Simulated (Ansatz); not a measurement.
## SrBe3 (built on the sites of a database entry of Ca3Pb): the cell at rest: relaxation

Ansatz 0.2.0; DFT PBEsol, scalar-relativistic, plane waves, norm-conserving pseudopotentials.

The structure was built from a prototype and need not be the compound's stable phase.

The structure is cubic, space group Pm-3m (No. 221). Conventional cell: a = 4.236 Å, b = 4.236 Å, c = 4.236 Å, α = 90.00°, β = 90.00°, γ = 90.00°. Be has 4 Sr at 3.00 Å and 8 Be at 3.00 Å nearest. Nearest to Sr lie 12 Be at 3.00 Å. Farther neighbours are not listed.

Step by step:

```csv
step,energy less that of the first step (eV),largest force component (eV/Å),pressure (GPa),volume (Å³)
1,0.0000,0.0000,-1.45,75.99
2,-0.0038,0.0000,1.32,71.48
3,-0.0118,0.0000,-0.04,73.57
4*,-0.0116,0.0000,-0.05,73.57
5,-0.0116,0.0000,0.00,73.48
6*,-0.0116,0.0000,0.00,73.48
```

Relaxation steps marked * repeat the geometry before them on a plane-wave basis chosen anew for their cell, so energy and pressure can jump there.

Forces are held to the 48 operations that the run works with; a distortion that breaks them can't arise in this run.

```
conventional cell, symmetrised  before  after  change
                         a (Å)   4.236  4.189  -1.1 %
                         b (Å)   4.236  4.189  -1.1 %
                         c (Å)   4.236  4.189  -1.1 %
              volume (Å³/atom)   19.00  18.37  -3.3 %
```

This step gave:

```yaml
pressure: -0.001715 GPa
volume_per_atom: 18.37 Å³
```

Q: Write an input that reproduces this.

The system, level and task follow from the heading and the kind of results. Meshes, cutoffs and thresholds can't be read from the results; these are the ones that the run used.

input.yaml

```yaml
crystal:
  lattice:
    - [4.23572, 0.0, 0.0]
    - [0.0, 4.23572, 0.0]
    - [0.0, 0.0, 4.23572]
  atoms:
    - { symbol: Be, position: [0.0, 0.5, 0.5] }
    - { symbol: Be, position: [0.5, 0.5, 0.0] }
    - { symbol: Be, position: [0.5, 0.0, 0.5] }
    - { symbol: Sr, position: [0.0, 0.0, 0.0] }
kpoints:
  mp_grid: { grid: [10, 10, 10] }
hamiltonian:
  xc: pbesol
  pseudopotentials: { kind: nc }
scf:
  occupations: { method: gaussian, width: 0.1 }
output:
  forces: true
  stress: true
  eigenvalues: true
relax:
  adjacent_minimum: "off"
  f_tol: 0.005
  max_steps: 80
  cell: { stress_tol: 0.05 }
```

Run with:

```sh
$ ansatz run input.yaml --threads 4 --pin off --max-ram 7168MiB --backend cpu --events-out ev --progress --plain --runs-dir out
```

[Logs are printed without paths, hosts, clocks, repeated set-up lines and the standing remarks that a program may print on its own settings, such as how far it seeks lower states.]

[Hosts, paths, dates, database ids (printed as entryN), source tags and the programs' standing remarks are cut or masked in the printed files.]
